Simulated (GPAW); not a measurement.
# Ru L₃-edge XANES of NbRu (Pm-3m)

How does the Ru L₃ edge of NbRu (Pm-3m) move when the bonds are compressed or stretched?

Method: X-ray absorption from dipole matrix elements to empty bands, plane-wave PAW LDA, in GPAW 26.7.0.

**1. Set-up**

It takes space group Pm-3m (No. 221, cubic). The conventional cell has a = 3.184 Å, b = 3.184 Å, c = 3.184 Å, α = 90.00°, β = 90.00°, γ = 90.00°. Nearest to Ru lie 8 Nb at 2.76 Å. Nearest to Nb lie 8 Ru at 2.76 Å. Farther neighbours are not listed.

As a file:

```cif
data_structure
_symmetry_space_group_name_H-M 'P 1'
_symmetry_Int_Tables_number 1
_cell_length_a 3.1840
_cell_length_b 3.1840
_cell_length_c 3.1840
_cell_angle_alpha 90.000
_cell_angle_beta 90.000
_cell_angle_gamma 90.000
_cell_volume 32.28
loop_
_atom_site_label
_atom_site_type_symbol
_atom_site_fract_x
_atom_site_fract_y
_atom_site_fract_z
_atom_site_occupancy
Ru1 Ru 0.50000 0.50000 0.50000 1
Nb2 Nb 0.00000 0.00000 0.00000 1
```

**2. The field without a hole**

A plain self-consistent run shows whether there is a gap, which decides the set-up of the core-hole run.

Contents of scf.py:

```python
import numpy as np
from ase import Atoms
from ase.parallel import parprint, paropen
from gpaw import GPAW, PW, FermiDirac, Mixer, MixerDif, setup_paths
from gpaw.test import gen
setup_paths.insert(0, '.')
gen('Ru', name='nch2p', xcname='LDA', corehole=(2, 1, 0), write_xml=True)
from gpaw.mpi import world
world.barrier()

atoms = Atoms('RuNb',
    cell=[[3.184, 0, 0],
     [0, 3.184, 0],
     [0, 0, 3.184]],
    scaled_positions=[[0.5, 0.5, 0.5],
     [0, 0, 0]],
    pbc=True)
atoms.calc = calc = GPAW(legacy_gpaw=True, mode=PW(430), xc='LDA', setups={0: 'nch2p'},
    kpts={'size': (8, 8, 8), 'gamma': True}, occupations=FermiDirac(0.05),
    charge=0, mixer=Mixer(0.1, 5, 50), maxiter=150,
    convergence={'density': 0.0001}, txt='scf.txt')
energy = atoms.get_potential_energy() + calc.get_reference_energy()
ef = calc.get_fermi_level()
out = dict(energy=energy, fermi=ef, forces=atoms.get_forces().tolist())
parprint(f'all-electron energy {energy:.4f} eV, Fermi level {ef:.4f} eV')
ev = np.array([[calc.get_eigenvalues(k, s) for k in range(len(calc.get_ibz_k_points()))] for s in range(calc.get_number_of_spins())])
out['homo'], out['lumo'], out['counts'] = ev[ev < ef].max(), ev[ev > ef].min(), sorted(set((ev < ef).sum((0, 2)).tolist()))
out['filled'] = (ev[:, 0] < ef).sum(1).tolist()
import json
with paropen('out.json', 'w') as f:
    json.dump(out, f)
```

Started as:

```
$ OMP_NUM_THREADS=1 mpirun -n 2 gpaw python scf.py
```

Numbers of over 12 decimals in the logs are rounded to 6 here.

The program printed:

```text
Input parameters:
  convergence: {density: 0.0001}
  kpts: {gamma: True,
         size: (8, 8, 8)}
  maxiter: 150
  mixer: {backend: pulay,
          beta: 0.1,
          method: separate,
          nmaxold: 5,
          weight: 50}
  mode: {ecut: 430.0,
         name: pw}
  occupations: {fixmagmom: False,
                name: fermi-dirac,
                width: 0.05}
  setups: {0: nch2p}

Initialize ...

[... PAW data sets ...]

Reference energy: -226918.945014  # eV

Spin-paired calculation

[... convergence settings ...]
Symmetries present (total): 48
  [... symmetry matrices ...]

512 k-points: 8 x 8 x 8 Monkhorst-Pack grid + [1/16,1/16,1/16]
35 k-points in the irreducible part of the Brillouin zone
       k-points in crystal coordinates                weights
   0:     0.00000000    0.00000000    0.00000000          1/512
   1:     0.12500000    0.00000000    0.00000000          6/512
   2:     0.12500000    0.12500000    0.00000000         12/512
   3:     0.12500000    0.12500000    0.12500000          8/512
   4:     0.25000000    0.00000000    0.00000000          6/512
   5:     0.25000000    0.12500000    0.00000000         24/512
   6:     0.25000000    0.12500000    0.12500000         24/512
   7:     0.25000000    0.25000000    0.00000000         12/512
   8:     0.25000000    0.25000000    0.12500000         24/512
   9:     0.25000000    0.25000000    0.25000000          8/512
          ...
  34:     0.50000000    0.50000000    0.50000000          1/512

Wave functions: Plane wave expansion
  Cutoff energy: 430.000 eV
  Number of coefficients (min, max): 619, 672
  Pulay-stress correction: 0.000000 eV/Ang^3 (de/decut=0.000000)
  Using FFTW library
  Wavefunction extrapolation:
    Improved wavefunction reuse through dual PAW basis

Occupation numbers: Fermi-Dirac:
  width: 0.0500  # eV

Eigensolver
   Davidson(niter=2)

Densities:
  Coarse grid: 16*16*16 grid
  Fine grid: 32*32*32 grid
  Total Charge: 0.000000

Density mixing:
  Method: separate
  Backend: pulay
  Linear mixing parameter: 0.1
  old densities: 5
  Width of damping distribution: 1.1
  Damping of long wavelength oscillations: 50

[... Hamiltonian set-up ...]
Number of atoms: 2
Number of atomic orbitals: 26
Number of bands in calculation: 22
Number of valence electrons: 29
Bands to converge: occupied

... initialized

Initializing position-dependent things.

Density initialized from atomic densities
Creating initial wave functions:
  22 bands from LCAO basis set

Positions:
   0 Ru     1.592000    1.592000    1.592000    ( 0.0000,  0.0000,  0.0000)
   1 Nb     0.000000    0.000000    0.000000    ( 0.0000,  0.0000,  0.0000)

Unit cell:
           periodic     x           y           z      points  spacing
  1. axis:    yes    3.184000    0.000000    0.000000    16     0.1990
  2. axis:    yes    0.000000    3.184000    0.000000    16     0.1990
  3. axis:    yes    0.000000    0.000000    3.184000    16     0.1990

  Lengths:   3.184000   3.184000   3.184000
  Angles:   90.000000  90.000000  90.000000

Effective grid spacing dv^(1/3) = 0.1990

iter:   1   -24.143223
iter:   2   -23.643491   -1.65  -1.19
iter:   3   -22.792979   -0.67  -1.25
iter:   4   -22.659186   -2.96  -1.78
iter:   5   -23.803037   -1.29  -1.89
iter:   6   -22.566269   -1.22  -1.41
iter:   7   -22.537804   -2.04  -2.14
iter:   8   -22.538009   -3.71  -2.88
iter:   9   -22.536187c  -3.68  -2.82
iter:  10   -22.536786c  -4.39  -3.25
iter:  11   -22.536078c  -4.36  -3.02
iter:  12   -22.536078c  -6.02  -3.91
iter:  13   -22.536099c  -6.09  -3.97
iter:  14   -22.536077c  -5.50  -3.71
iter:  15   -22.536074c  -7.10  -4.32c
iter:  16   -22.536074c  -8.03c -5.04c

Converged after 16 iterations.

Dipole moment: (-0.000000, -0.000000, -0.000000) |e|*Ang

Energy contributions relative to reference atoms: (reference = -226918.945014)

Kinetic:        -10.214710
Potential:       +0.841608
External:        +0.000000
XC:             -12.850126
Entropy (-ST):   -0.031794
Local:           -0.296949
SIC:             +0.000000
--------------------------
Free energy:    -22.551971
Extrapolated:   -22.536074

Showing only first 2 kpts
 Kpt  Band  Eigenvalues  Occupancy
  0    12     10.15250    2.00000
  0    13     10.15250    2.00000
  0    14     13.19229    0.00000
  0    15     13.19229    0.00000

  1    12     10.13139    2.00000
  1    13     10.26211    2.00000
  1    14     12.83565    0.00023
  1    15     13.32220    0.00000

Fermi level: 12.38194

No gap
No difference between direct/indirect transitions

Forces in eV/Ang:
  0 Ru    0.00000    0.00000    0.00000
  1 Nb    0.00000   -0.00000    0.00000
Scalar-relativistic atomic LDA calculation for Ru (Ruthenium, Z=44)
Core hole in 2p state (2p occupation: 6.0)
750 radial gridpoints.
|------------------------------------------------|
|------------------------------------------------|
[... the atom generator's iteration count ...]

Energy contributions:
-------------------------
Kinetic:    +4674.876294
XC:          -128.825660
Potential:  -9070.752715
-------------------------
Total:      -4524.702080

state      eigenvalue         ekin         rmax
-----------------------------------------------
1s^2.0 :  -804.433483  1020.166156        0.022
2s^2.0 :  -115.720814   207.969246        0.123
2p^6.0 :  -103.782336   199.798902        0.098
3s^2.0 :   -20.358869    56.049526        0.362
3p^6.0 :   -16.424550    52.021510        0.355
3d^10.0:   -10.050836    46.389865        0.301
4s^2.0 :    -2.807098    13.440031        0.913
4p^6.0 :    -1.710171    10.966694        0.981
4d^7.0 :    -0.198508     5.388743        1.215
5s^1.0 :    -0.165642     1.283890        2.718
5p^0.0 :    -0.037961     0.524489        3.837
-----------------------------------------------
(units: Bohr and Hartree)

Generating PAW setup
Kinetic energy of the core from tauc = 4641.861885657562
Cutoffs:
rc(s)=2.420
rc(p)=2.430
rc(d)=2.370
rc(vbar)=2.420
rc(comp)=2.330
rc(nct)=2.430

Kinetic energy of the core states: 4543.190974
Charge: 0.0
Core electrons: 28.0
Valence electrons: 16.0
Pseudo-core charge: 0.000090
Shape function alpha=1.842
Pseudo-electron charge 6.840372
state    eigenvalue         norm
--------------------------------
4s(2) :    -2.807098     0.265815
5s(1) :    -0.165642     1.006927
4p(6) :    -1.710171     0.232766
5p(0) :    -0.037961     0.989362
4d(7) :    -0.198508     0.557875
*d    :     0.801492
--------------------------------

Diagonalizing with gridspacing h=0.050

state   all-electron     PAW
-------------------------------
4s:      -2.807098    -2.807664
4p:      -1.710171    -1.710635
4d:      -0.198508    -0.199753
*f:                    0.068975
-------------------------------
all-electron energy -226941.4811 eV, Fermi level 12.3819 eV
```

Run time: 9.7 s. Hardware: 2 MPI ranks of Arm Neoverse V1, shared host; peak memory 0.17 GiB; 19 s of CPU time.

The mesh shows no gap, so the system is treated as a metal and the core electron is put at the Fermi level (neutral cell).

**3. Supercell without a hole, the energy reference**

The photon energy needs a difference of total energies, so the cell and mesh of the coming hole run are first run without a hole.

scf.py, as its differences from that of step 2:

```diff
@@ -10,11 +10,17 @@
 
-atoms = Atoms('RuNb',
-    cell=[[3.184, 0, 0],
-     [0, 3.184, 0],
-     [0, 0, 3.184]],
-    scaled_positions=[[0.5, 0.5, 0.5],
-     [0, 0, 0]],
+atoms = Atoms('Ru4Nb4',
+    cell=[[3.184, 3.184, 3.184],
+     [-3.184, 3.184, -3.184],
+     [-3.184, 3.184, 3.184]],
+    scaled_positions=[[0.5, 0, 0],
+     [0, 0.5, 0],
+     [0.5, 0.5, 0.5],
+     [0, 0, 0.5],
+     [0, 0, 0],
+     [0.5, 0.5, 0],
+     [0, 0.5, 0.5],
+     [0.5, 0, 0.5]],
     pbc=True)
 atoms.calc = calc = GPAW(legacy_gpaw=True, mode=PW(430), xc='LDA', setups={0: 'nch2p'},
-    kpts={'size': (8, 8, 8), 'gamma': True}, occupations=FermiDirac(0.05),
+    kpts={'size': (6, 6, 6), 'gamma': True}, occupations=FermiDirac(0.1),
     charge=0, mixer=Mixer(0.1, 5, 50), maxiter=150,
```

The program printed:

```text
Input parameters:
  convergence: {density: 0.0001}
  kpts: {gamma: True,
         size: (6, 6, 6)}
  maxiter: 150
  mixer: {backend: pulay,
          beta: 0.1,
          method: separate,
          nmaxold: 5,
          weight: 50}
  mode: {ecut: 430.0,
         name: pw}
  occupations: {fixmagmom: False,
                name: fermi-dirac,
                width: 0.1}
  setups: {0: nch2p}

Initialize ...

[...]
5s(1) :    -0.165642     1.006927
4p(6) :    -1.710171     0.232766
5p(0) :    -0.037961     0.989362
4d(7) :    -0.198508     0.557875
*d    :     0.801492
--------------------------------

Diagonalizing with gridspacing h=0.050

state   all-electron     PAW
-------------------------------
4s:      -2.807098    -2.807664
4p:      -1.710171    -1.710635
4d:      -0.198508    -0.199753
*f:                    0.068975
-------------------------------
all-electron energy -907765.9754 eV, Fermi level 12.3596 eV
[key lines of the parts left out:]
Converged after 20 iterations.
Dipole moment: (0.000000, -0.000000, -0.000000) |e|*Ang
Free energy:    -90.407384
Fermi level: 12.35957
```

The job ended after 2.3 min (2 MPI ranks; peak memory 0.31 GiB; 4.7 min of CPU time).

Reference energy: -907765.975 eV with the cores included.

[end of part 1 of 3]

[Banner, clock and machine lines of the logs are left out without a mark of their own.]

[Logs are printed without paths, hosts, clocks, repeated set-up lines and the standing remarks that a program may print on its own settings, such as how far it seeks lower states.]

[Hosts, paths, dates, database ids (printed as entryN), source tags and the programs' standing remarks are cut or masked in the printed files.]

[Lists of maxima count a maximum above −3 eV only where it reaches 4 % of the highest in the window and stands out from its surroundings by 2 % of it (1.5 % where it reaches 55 %); shoulders and weaker maxima are passed over, and of the rest the first, up to two pre-edge ones and the few strongest are named.]
